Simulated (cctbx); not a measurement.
## BaLiSnBiS6: as given, inverted or twinned?

Space group F-43m (no. 216), a = 9.8050 Å, b = 9.8050 Å, c = 9.8050 Å, α = 90.00°, β = 90.00°, γ = 90.00°.

| atom | mult. | x | y | z | Ueq (Å²) |
| --- | --- | --- | --- | --- | --- |
| Bi1 | 4 | 0 | 0 | 0 | 0.0063 |
| Ba1 | 4 | 1/4 | 1/4 | 1/4 | 0.0060 |
| Sn1 | 4 | 1/2 | 0 | 0 | 0.0074 |
| S1 | 24 | 1/2 | 0 | 0.7559 | 0.0111 |
| Li1 | 4 | 1/4 | 1/4 | 3/4 | 0.0132 |

This is a model crystal, built by substitution and not relaxed, with assumed displacement parameters.

Data sets are simulated with cctbx and refined with Bijvoet mates kept apart; Flack x is then fitted as the share of an inverted twin with the atoms fixed, Hooft y from the Bijvoet differences. The group is acentric but holds improper operations, so there is an absolute structure (orientation) and no hand.

Untwinned crystal. What Flack and Hooft values should come out?

```
  λ (Å)  extinction (unmodelled)  d min (Å)  top counts  error (%)     model      R1  Flack x   s.u.  Hooft y   s.u.  pairs
0.71073                      0.1       0.77       40000          4  as given  0.0064    0.000  0.003    0.000  0.003     58
0.71073                      0.1       0.77       40000          4  inverted  0.1708    1.000  0.003    1.133  0.003     58
1.54184                        0       0.83        5000          4  as given  0.0079    -0.01   0.02   -0.001  0.018     50
```

With Mo Kα, x is within 3 s.u. of 0, so the absolute structure is right. With Cu Kα, x is within 3 s.u. of 0, so the absolute structure is right. Inverting the model turns x into about 1 − x.

A further crystal gives:

```
 λ (Å)  extinction (unmodelled)  d min (Å)  top counts  error (%)     model      R1  Flack x  s.u.  Hooft y   s.u.  pairs
1.3414                        0        0.8        5000          3  as given  0.0150     0.49  0.04    0.485  0.027     54
```

**Question.** What is it?

It was simulated as an inversion twin with a fraction 0.5 of the inverted domain. Flack x is over 3 s.u. from both 0 and 1 and reads that fraction.

[Logs are printed without paths, hosts, clocks, repeated set-up lines and the standing remarks that a program may print on its own settings, such as how far it seeks lower states.]
